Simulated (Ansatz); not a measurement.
# Decaying states in the gap of CaH2Se2, part 3 of 3

A new crystal, CaH2Se2: structure, gap and complex bands. It is built by putting Se for O in the CaH2O2 structure of space group P-3m1, with the volume rescaled by atomic radii. The parent structure comes from the Materials Project.

Ansatz 0.2.0; PBE DFT, plane waves, PAW files (the session's first sound run).

So far, gap on path (eV): step 3 (band edges) 3.05.

The structure was built from a prototype and need not be the compound's stable phase.

## (6) A check of the settings: output.transmission.temperature = 77.0

This step: PBE DFT, plane waves, PAW files; complex bands by layer matching along the plane's normal; changed: output.transmission.temperature = 77.0 (Ansatz 0.2.0).

This run repeats an earlier one, its twin (the complex run, plane (100)), with one setting changed (output.transmission.temperature; files written aside). It is meant to test how the leads' temperature enters. Where the input is shown as a difference, that is against the step before, not the twin.

Contents of input.yaml:

```yaml
crystal:
  lattice:
    - [4.626727376, 0.0, 0.0]
    - [0.0, 6.516414945, 0.0]
    - [2.313363688, 0.0, 4.006863444]
  atoms:
    - { symbol: Ca, position: [0.0, 0.0, 0.0] }
    - { symbol: H, position: [0.6666666667, 0.5657845859, 0.6666666667] }
    - { symbol: H, position: [0.3333333333, 0.4342154141, 0.3333333333] }
    - { symbol: Se, position: [0.6666666667, 0.7924665248, 0.6666666667] }
    - { symbol: Se, position: [0.3333333333, 0.2075334752, 0.3333333333] }
kpoints:
  mp_grid: { grid: [6, 4, 6] }
scf:
  occupations: { method: fixed }
hamiltonian:
  xc: pbe
output:
  eigenvalues: true
  transmission:
    leads: [[0, 0]]
    kpoints: [[0.0, 0.0], [0.5, 0.0]]
    e_range: [-1.0, 4.05]
    de: 0.13
    temperature: 77.0
```

Started as:

```bash
$ ansatz run input.yaml --threads 2 --pin off --max-ram 4096MiB --backend cpu --events-out ev --progress --plain --runs-dir out
```

Numbers of over 12 decimals in the logs are rounded to 6 here.

The program printed:

```text
[...]
Crystal: 5 atoms, lattice volume = 120.806 Å³
Basis set: ecut = 420 eV, 2379 PW (Γ)
Bands: 27, of which v1, the nominal top of the filled ones, is band 22 counted from 1 (21 counted from 0)
Symmetry: 12 space group operations
[...]
k-points: 24 of 144
[...]
SCF iter   1: F=—  HF=-12790.524793 eV  |F-HF|=—  |Δ(HF+E_count)|=         —  Δρ=1.86e-3  dr2=1.05e-2  ethr=1.77e-3  ⟨swp⟩=4.9  Hψ=2609  notcnv=0  defer=66
[...]
SCF iter   7: F=-12790.523843 eV  HF=-12790.523843 eV  |F-HF|=4.86e-8  |Δ(HF+E_count)|=   3.52e-7  Δρ=2.80e-6  dr2=1.30e-8  ethr=2.27e-10  ⟨swp⟩=10.0  Hψ=3096  notcnv=0
SCF 1 converged in 7 iterations: F = -12790.523843 eV  dr2 = 1.30e-8
[...]
transmission: 6 of 12 steps passed
transmission: 12 of 12 steps passed
SCF converged after 7 iterations
Free energy (F): -12790.523843 eV
[...]
Internal energy: -12790.523843 eV  (E = F + TS)
E sigma→0 (E₀):  -12790.523843 eV
Fermi energy:    2.816805 eV
[...]
--- Band table (eV; the first three rows and the last of 24) ---
  k-point 0: bands = [... 18 lower, 1.6588, 1.6588, 2.8168, 2.8168, 5.8645, 6.4646, 6.9136, 7.3168, ... 1 higher]
  k-point 1: bands = [... 18 lower, 1.5752, 1.6826, 2.2119, 2.6818, 6.3882, 6.5120, 7.0672, 7.5299, ... 1 higher]
  k-point 2: bands = [... 18 lower, 1.0808, 1.7235, 1.7425, 2.4252, 6.2148, 6.9942, 7.5450, 7.8684, ... 1 higher]
  k-point 23: bands = [... 18 lower, 1.0280, 1.7397, 1.7397, 2.0107, 7.0380, 7.0380, 7.5370, 8.2685, ... 1 higher]
--- Transmission ---
  basis      : 263 plane waves across, 6 finite elements along
  points     : 2, as listed
[...]
crystal 0  : H2Se2Ca1, at the sites [0, 0], period 4.0069 Å: whole cells are its period
[...]
channels       : 0.000000e0 a spin
[...]
slowest decay  : 0.2329 /Å at (0.0000, 0.0000)
```

Run time: 29 s. Hardware: 2 threads of Intel Xeon Platinum 8488C (Sapphire Rapids), shared host; peak memory 0.73 GiB.

This step gave:

```
decay constant at the filling level, zone centre          : 0.2329 Å⁻¹
decay constant at the filling level, slowest listed point : 0.2329 Å⁻¹
```

K parallel (0, 0); values up to 1.5 1/Å, a degenerate pair printed once or twice; energies at which all values exceed this have no row. Table of Im kz of the slowest decaying states by energy, zero at the highest filled level on the SCF mesh:

| energy (eV) | decay 1 (Å⁻¹) | decay 2 (Å⁻¹) | decay 3 (Å⁻¹) | decay 4 (Å⁻¹) |
| --- | --- | --- | --- | --- |
| -1.00 | 0.178 | 0.431 | 0.588 | 0.901 |
| -0.74 | 0.271 | 0.521 | 0.611 | 0.926 |
| -0.48 | 0.564 | 0.618 | 0.902 | 0.955 |
| -0.22 | 0.588 | 0.619 | 0.879 | 0.965 |
| 0.04 | 0.0563 | 0.132 | 0.602 | 0.615 |
| 0.30 | 0.144 | 0.328 | 0.607 | 0.609 |
| 0.43 | 0.168 | 0.376 | 0.602 | 0.610 |
| 0.69 | 0.199 | 0.440 | 0.590 | 0.609 |
| 0.95 | 0.218 | 0.480 | 0.575 | 0.604 |
| 1.21 | 0.229 | 0.505 | 0.556 | 0.595 |
| 1.47 | 0.233 | 0.520 | 0.534 | 0.582 |
| 1.73 | 0.231 | 0.507 | 0.527 | 0.564 |
| 1.99 | 0.222 | 0.475 | 0.528 | 0.541 |
| 2.25 | 0.206 | 0.435 | 0.513 | 0.524 |
| 2.51 | 0.180 | 0.384 | 0.478 | 0.514 |
| 2.64 | 0.162 | 0.352 | 0.457 | 0.507 |
| 2.90 | 0.104 | 0.268 | 0.409 | 0.489 |
| 3.16 | 0.0878 | 0.349 | 0.466 | 0.516 |
| 3.42 | 0.266 | 0.435 | 0.479 | 0.578 |
| 3.68 | 0.0515 | 0.167 | 0.396 | 0.437 |
| 3.94 | 0.153 | 0.181 | 0.343 | 0.389 |

K parallel (0.5, 0); values up to 1.5 1/Å, a degenerate pair printed once or twice; energies at which all values exceed this have no row. The Im kz of the slowest decaying states by energy, zero at the highest filled level on the SCF mesh:

| energy (eV) | decay 1 (Å⁻¹) | decay 2 (Å⁻¹) | decay 3 (Å⁻¹) | decay 4 (Å⁻¹) |
| --- | --- | --- | --- | --- |
| -1.00 | 0.0835 | 0.257 | 1.02 | 1.49 |
| -0.74 | 0.218 | 0.280 | 1.00 | 1.48 |
| -0.48 | 0.294 | 0.989 | 1.45 | 1.46 |
| -0.22 | 0.327 | 0.328 | 0.977 | 1.43 |
| 0.04 | 0.350 | 0.423 | 0.964 | 1.40 |
| 0.30 | 0.364 | 0.473 | 0.951 | 1.38 |
| 0.43 | 0.368 | 0.489 | 0.945 | 1.37 |
| 0.69 | 0.373 | 0.510 | 0.931 | 1.34 |
| 0.95 | 0.373 | 0.521 | 0.917 | 1.31 |
| 1.21 | 0.368 | 0.525 | 0.902 | 1.28 |
| 1.47 | 0.358 | 0.522 | 0.886 | 1.26 |
| 1.73 | 0.344 | 0.514 | 0.869 | 1.23 |
| 1.99 | 0.325 | 0.502 | 0.851 | 1.20 |
| 2.25 | 0.299 | 0.486 | 0.831 | 1.17 |
| 2.51 | 0.264 | 0.465 | 0.810 | 1.14 |
| 2.64 | 0.243 | 0.453 | 0.799 | 1.12 |
| 2.90 | 0.183 | 0.425 | 0.775 | 1.09 |
| 3.16 | 0.0596 | 0.391 | 0.750 | 1.05 |
| 3.42 | 0.349 | 0.721 | 1.02 | 1.13 |
| 3.68 | 0.297 | 0.690 | 0.981 | 1.10 |
| 3.94 | 0.0265 | 0.234 | 0.630 | 0.678 |

The temperature enters the conductance and not T(E) itself. No conductance was computed here for it to change.

## (7) Results

```yaml
band_gap: 3.05 eV
least_decay_constant_at_mid_gap_normal_to_100: 0.233 Å⁻¹
least_decay_constant_at_mid_gap_normal_to_001: 0.341 Å⁻¹
```

In words: With PBE, the slowest decay at the wavevectors tried is κ = 0.233 Å⁻¹, normal to (100). Through such a film the transmission near mid-gap falls as exp(−2κd), a factor of ten every 4.9 Å. The decay depends on direction: 1.5 times faster normal to (001). A free electron under a barrier of half the gap would need a mass of 0.14 mₑ to decay at this rate. The compound is made up by substitution; its stability against other phases and against distortions of the cell's symmetry was not tested. A semilocal functional narrows gaps, so real decay constants are likely larger.

[Logs are printed without paths, hosts, clocks, repeated set-up lines and the standing remarks that a program may print on its own settings, such as how far it seeks lower states.]

[Hosts, paths, dates, database ids (printed as entryN), source tags and the programs' standing remarks are cut or masked in the printed files.]
